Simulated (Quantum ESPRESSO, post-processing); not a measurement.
# Tuning the work function of Ir(100), part 2 of 2

Wanted: work-function changes of Ir(100) along a row of adsorbates.

Quantum ESPRESSO 7.5; plane-wave DFT, LDA, GBRV ultrasoft pseudopotentials.

So far. Step 10 (Self-consistent run, O overlayer): The covered face stands at 7.26 eV against 5.93 eV when clean. Step 10 (Self-consistent run, O overlayer): Inside the slab this potential holds the local part of the pseudopotentials, which can be repulsive at the nuclei; only its value in the vacuum has a meaning of its own.

## (11) Projections on atomic orbitals, O overlayer

Input file O.pdos.in:

```
&projwfc
  prefix = 'O.esm'
  outdir = './out'
  filpdos = 'O.pdos'
  Emin = -14.592
  Emax = -2.592
  DeltaE = 0.1
  ngauss = 0
  degauss = 0.01
/
```

The run is started by

```console
> OMP_NUM_THREADS=1 mpirun -n 4 projwfc.x -in O.pdos.in > O.pdos.out
```

Wall time 2.1 s (4 MPI ranks of Intel Xeon at 2.80GHz (Skylake/Cascade Lake), shared host); peak memory 0.25 GiB; 7.9 s of CPU time.

Read from the output:

```
spilling of the projection : 0.0011
```

Projected DOS an atom over height of the atomic layer and energy from the Fermi level. Columns are the atomic layers from the bottom up.

Ten even steps from '0' (0.08 states/eV) to '9' (2.16 states/eV), each cell a mean:
```
565662
766694
533362
854342
734331
945431
634331
645632
933321
545541
788642
568643
446654
345553
465653
243553
373442
264441
265441
034552
023452
000110
```
Columns: height of the atomic layer (Å) from -4.46 to 4.46 (not evenly spaced); rows upwards: energy from the Fermi level (eV) from -8.00 to 1.10.

The atomic orbitals miss 0.1 % of the occupied states; for empty states the projections can miss much more.

## (12) Relaxing the ions, F overlayer

Level of this step: plane-wave DFT, PBE, GBRV ultrasoft pseudopotentials (Quantum ESPRESSO 7.5).

System of this step: Ir(100), 5 layers, one monolayer of F on hollow sites. The cell holds 6 atoms: 5 Ir and 1 F. Its edges and angles: a = 2.715 Å, b = 2.715 Å, c = 26.680 Å, α = 90.0°, β = 90.0°, γ = 90.0°. It derives from Ir. Vacuum lies along c.

Input file F.relax.in:

```
&control
  prefix = 'F.relax'
  outdir = './out'
  pseudo_dir = './pseudo'
  nstep = 40
  forc_conv_thr = 0.001
  calculation = 'relax'
/
&system
  ibrav = 0
  nat = 6
  ntyp = 2
  ecutwfc = 40
  ecutrho = 200
  occupations = 'smearing'
  smearing = 'mv'
  degauss = 0.02
/
&electrons
  conv_thr = 1e-07
  mixing_beta = 0.4
  electron_maxstep = 120
  mixing_mode = 'local-TF'
/
&ions
/
ATOMIC_SPECIES
  Ir  192.2170  ir_pbe_v1.2.uspp.F.UPF
  F   18.9984  f_pbe_v1.4.uspp.F.UPF
CELL_PARAMETERS angstrom
  2.71529003975634 0.00000000000000 0.00000000000000
  0.00000000000000 2.71529003975634 0.00000000000000
  0.00000000000000 0.00000000000000 26.68000000000000
ATOMIC_POSITIONS crystal
  Ir  0.000000000000 0.000000000000 0.311094452774 0 0 0
  Ir  0.500000000000 0.500000000000 0.383058470765 0 0 0
  Ir  0.000000000000 0.000000000000 0.455022488756 0 0 0
  Ir  0.500000000000 0.500000000000 0.526986506747
  Ir  0.000000000000 0.000000000000 0.598950524738
  F   0.500000000000 0.500000000000 0.625453777406
K_POINTS automatic
  10 10 1 0 0 0
```

The run is started by

```console
> OMP_NUM_THREADS=1 mpirun -n 4 pw.x -nk 4 -in F.relax.in > F.relax.out
```

Wall time 7.9 min (4 MPI ranks); peak memory 0.72 GiB; 32 min of CPU time.

Relaxation path:

| step | energy less that of the first step (eV) | largest force (eV/Å) |
| --- | --- | --- |
| 1 | 0.0000 | 8.1188 |
| 2 | -2.0628 | 5.4333 |
| 3 | -2.9027 | 1.6107 |
| 4 | -3.0356 | 1.1314 |
| 5 | -3.1133 | 0.8225 |
| 6 | -3.1828 | 1.1776 |
| 7 | -3.2463 | 1.2596 |
| 8 | -3.2965 | 0.8921 |
| 9 | -3.3176 | 0.4297 |
| 10 | -3.3232 | 0.0842 |
| 11 | -3.3235 | 0.0124 |

The atoms that moved most (Å):

| atom | dx | dy | dz | length |
| --- | --- | --- | --- | --- |
| F6 | 0.000 | 0.000 | 0.768 | 0.768 |
| Ir4 | 0.000 | 0.000 | 0.069 | 0.069 |
| Ir5 | 0.000 | 0.000 | -0.027 | 0.027 |

The relaxed structure:

```xyz
6
Lattice="2.7153 0.0000 0.0000 0.0000 2.7153 0.0000 0.0000 0.0000 26.6800" Properties=species:S:1:pos:R:3
Ir    0.0000    0.0000    8.3000
Ir    1.3576    1.3576   10.2200
Ir    0.0000    0.0000   12.1400
Ir    1.3576    1.3576   14.1285
Ir    0.0000    0.0000   15.9527
F     1.3576    1.3576   17.4547
```

The relaxation lowers the energy by 554 meV an atom. On the free atoms the largest force ends at 0.012 eV/Å.

Read from the output:

```
free energy  : -13024.5507 eV
Fermi energy : 5.193 eV
```

## (13) SCF with pw.x, F overlayer

Level of this step: plane-wave DFT, LDA, GBRV ultrasoft pseudopotentials (Quantum ESPRESSO 7.5).

Input file F.esm.in:

```
&control
  prefix = 'F.esm'
  outdir = './out'
  pseudo_dir = './pseudo'
  calculation = 'scf'
  tprnfor = .true.
/
&system
  ibrav = 0
  nat = 6
  ntyp = 2
  ecutwfc = 40
  ecutrho = 200
  occupations = 'smearing'
  smearing = 'mv'
  degauss = 0.02
  assume_isolated = 'esm'
  esm_bc = 'bc1'
/
&electrons
  conv_thr = 1e-07
  mixing_beta = 0.4
  electron_maxstep = 120
  mixing_mode = 'local-TF'
/
ATOMIC_SPECIES
  Ir  192.2170  ir_lda_v1.2.uspp.F.UPF
  F   18.9984  f_lda_v1.4.uspp.F.UPF
CELL_PARAMETERS angstrom
  2.71529003975634 0.00000000000000 0.00000000000000
  0.00000000000000 2.71529003975634 0.00000000000000
  0.00000000000000 0.00000000000000 26.68000000000000
ATOMIC_POSITIONS crystal
  Ir  0.000000000000 0.000000000000 -0.171564843350
  Ir  0.500000000000 0.500000000000 -0.099600825350
  Ir  0.000000000000 0.000000000000 -0.027636807350
  Ir  0.500000000000 0.500000000000 0.046896428150
  Ir  0.000000000000 0.000000000000 0.115266484650
  F   0.500000000000 0.500000000000 0.171564843350
K_POINTS automatic
  10 10 1 0 0 0
```

The run is started by

```console
> OMP_NUM_THREADS=1 mpirun -n 4 pw.x -nk 4 -in F.esm.in > F.esm.out
```

The job ended after 2.4 min (4 MPI ranks; peak memory 0.66 GiB; 9.7 min of CPU time).

Read from the output:

| Quantity | Value |
| --- | --- |
| free energy | -13030.3129 eV |
| Fermi energy | -6.992 eV |
| vacuum line at the lower end of the cell, over the Fermi level | 5.961 eV |
| vacuum line at the upper end of the cell, over the Fermi level | 8.023 eV |

Electrostatic potential energy of an electron; zero at the Fermi level. Potential energy, planar mean against z:

z (Å), potential energy, planar mean (eV) and a bar from the least value:
```
    -13.0        6.0 ############################
    -12.5        6.0 ############################
    -12.0        6.0 ############################
    -11.5        6.0 ############################
    -11.0        6.0 ############################
    -10.5        6.0 ############################
    -10.0        6.0 ############################
     -9.5        6.0 ############################
     -9.0        6.0 ############################
     -8.5        6.0 ############################
     -8.0        6.0 ############################
     -7.5        5.9 ############################
     -7.0        5.9 ############################
     -6.5        5.6 ############################
     -6.0        4.5 ##########################
     -5.5        0.1 ######################
     -5.0      -14.9 #######
     -4.5      -21.7 #
     -4.0      -10.6 ############
     -3.5       -4.6 ##################
     -3.0      -18.3 ####
     -2.5      -21.7 #
     -2.0       -8.7 ##############
     -1.5       -6.2 ################
     -1.0      -20.2 ##
     -0.5      -20.5 ##
      0.0       -6.2 ################
      0.5       -6.1 ################
      1.0      -20.7 ##
      1.5      -20.8 ##
      2.0       -7.0 ###############
      2.5      -11.4 ###########
      3.0      -22.5 
      3.5      -15.9 ######
      4.0       -2.0 ####################
      4.5       -4.7 ##################
      5.0        3.0 #########################
      5.5        7.4 #############################
      6.0        7.9 ##############################
      6.5        8.0 ##############################
      7.0        8.0 ##############################
      7.5        8.0 ##############################
      8.0        8.0 ##############################
      8.5        8.0 ##############################
      9.0        8.0 ##############################
      9.5        8.0 ##############################
     10.0        8.0 ##############################
     10.5        8.0 ##############################
     11.0        8.0 ##############################
     11.5        8.0 ##############################
     12.0        8.0 ##############################
     12.5        8.0 ##############################
     13.0        8.0 ##############################
```

The covered face stands at 8.02 eV against 5.93 eV when clean.

Inside the slab this potential holds the local part of the pseudopotentials, which can be repulsive at the nuclei; only its value in the vacuum has a meaning of its own.

## (14) Projected density of states, F overlayer

Input file F.pdos.in:

```
&projwfc
  prefix = 'F.esm'
  outdir = './out'
  filpdos = 'F.pdos'
  Emin = -14.992
  Emax = -2.992
  DeltaE = 0.1
  ngauss = 0
  degauss = 0.01
/
```

The run is started by

```console
> OMP_NUM_THREADS=1 mpirun -n 4 projwfc.x -in F.pdos.in > F.pdos.out
```

Elapsed: 2 s, on 4 MPI ranks; peak memory 0.24 GiB.

Read from the output:

* spilling of the projection: 0.001

Projected DOS an atom over height of the atomic layer and energy from the Fermi level. Columns are the atomic layers from the bottom up.

Values in states/eV, 22 rows by 6 columns, each cell a mean:
```
1.30 1.46 1.59 1.38 1.29 0.17
1.54 1.24 1.30 1.90 2.10 0.32
1.37 0.91 0.59 1.02 1.68 0.35
1.94 1.12 0.84 0.78 1.63 0.34
1.64 0.90 0.94 0.50 0.96 0.24
2.12 0.94 1.49 0.71 1.58 0.36
1.53 0.87 1.22 0.65 1.21 0.28
1.29 0.78 0.85 0.66 0.68 0.28
2.19 1.12 0.92 1.20 0.89 0.73
1.17 1.05 1.13 1.35 1.13 0.86
1.50 1.75 1.65 1.50 0.97 0.86
1.25 1.44 1.86 1.53 1.25 1.15
0.94 0.97 1.41 1.54 1.19 1.80
0.84 1.10 1.09 1.29 0.95 1.16
1.03 1.42 1.08 1.22 1.06 1.40
0.72 1.02 0.98 0.93 1.03 1.39
0.66 1.44 0.74 0.96 0.98 0.73
0.78 1.75 0.98 1.19 1.03 0.49
0.51 1.19 1.07 1.33 0.89 0.29
0.34 1.03 1.31 1.71 1.12 0.33
0.16 0.56 0.77 0.99 0.61 0.16
0.09 0.27 0.40 0.48 0.29 0.06
```
Columns: height of the atomic layer (Å) from -4.58 to 4.58 (not evenly spaced); rows upwards: energy from the Fermi level (eV) from -8.00 to 1.000.

The atomic orbitals miss 0.1 % of the occupied states; for empty states the projections can miss much more.

## (15) The series side by side

Against the clean face, with Pauling's electronegativity for orientation:

| overlayer | electronegativity | height over the top plane (Å) | change of work function (eV) |
| --- | --- | --- | --- |
| C | 2.55 | 0.82 | +0.17 |
| O | 3.44 | 1.18 | +1.33 |
| F | 3.98 | 1.50 | +2.09 |

All levels:

| level | covered face (eV) | bare face (eV) | CPU time (s) |
| --- | --- | --- | --- |
| clean | 5.928 | 5.896 | 346.4 |
| C | 6.096 | 5.899 | 504.7 |
| O | 7.255 | 5.928 | 499.8 |
| F | 8.023 | 5.961 | 581.3 |

## (16) The arithmetic

Under F the faces differ by +2.06 eV. By the Helmholtz relation p = −Δφ A/180.95 = -0.0840 e Å a cell, or -0.40 D.

## (17) Summary of results

| Item | Value |
| --- | --- |
| work function of the clean face | 5.93 eV |
| change under C | +0.17 eV |
| change under O | +1.33 eV |
| change under F | +2.09 eV |

On a clean face of 5.93 eV the changes run from +0.17 eV (C) to +2.09 eV (F) (LDA, GBRV ultrasoft). The changes follow electronegativity: the more electronegative the overlayer, the higher the work function. Of 4 overlayers planned, 3 are shown; the others were not run or did not converge. The bare face moves by 0.07 eV over the row; it should not move at all, so the changes above are uncertain by about as much. Full 1×1 monolayers on one site are model structures; at this coverage neighbours depolarise each other, and real layers may take other sites or reconstruct. The upper layers were relaxed under PBE at the tabulated lattice constant. Spin-orbit coupling is left out; depending on the atoms that carry the levels of interest, it can split and shift them by tenths of an eV to an eV or more. The runs have no spin polarisation, although Ir can carry a moment.

Computed beside measured:

| quantity | measured | LDA, GBRV ultrasoft, clean |
| --- | --- | --- |
| work function (clean (100) face, which reconstructs) (eV) | 5.96 | 5.93 (-0.03 eV) |

Measured values from arxiv:1902.07811 (2019).

Verdict: The work function is off by -0.03 eV: good agreement. The grades are ours: good and fair within 3 and 7 % for the work function. Other measurements of the same face can differ from the value quoted by 0.1 to 0.2 eV.

[Logs are printed without paths, hosts, clocks, repeated set-up lines and the standing remarks that a program may print on its own settings, such as how far it seeks lower states.]

[Hosts, paths, dates, database ids (printed as entryN), source tags and the programs' standing remarks are cut or masked in the printed files.]

[Maps of the electrostatic potential energy from Ansatz leave out the sawtooth potential of an applied field or a dipole correction, so their vacuum need not be flat; planar profiles and work functions include it.]
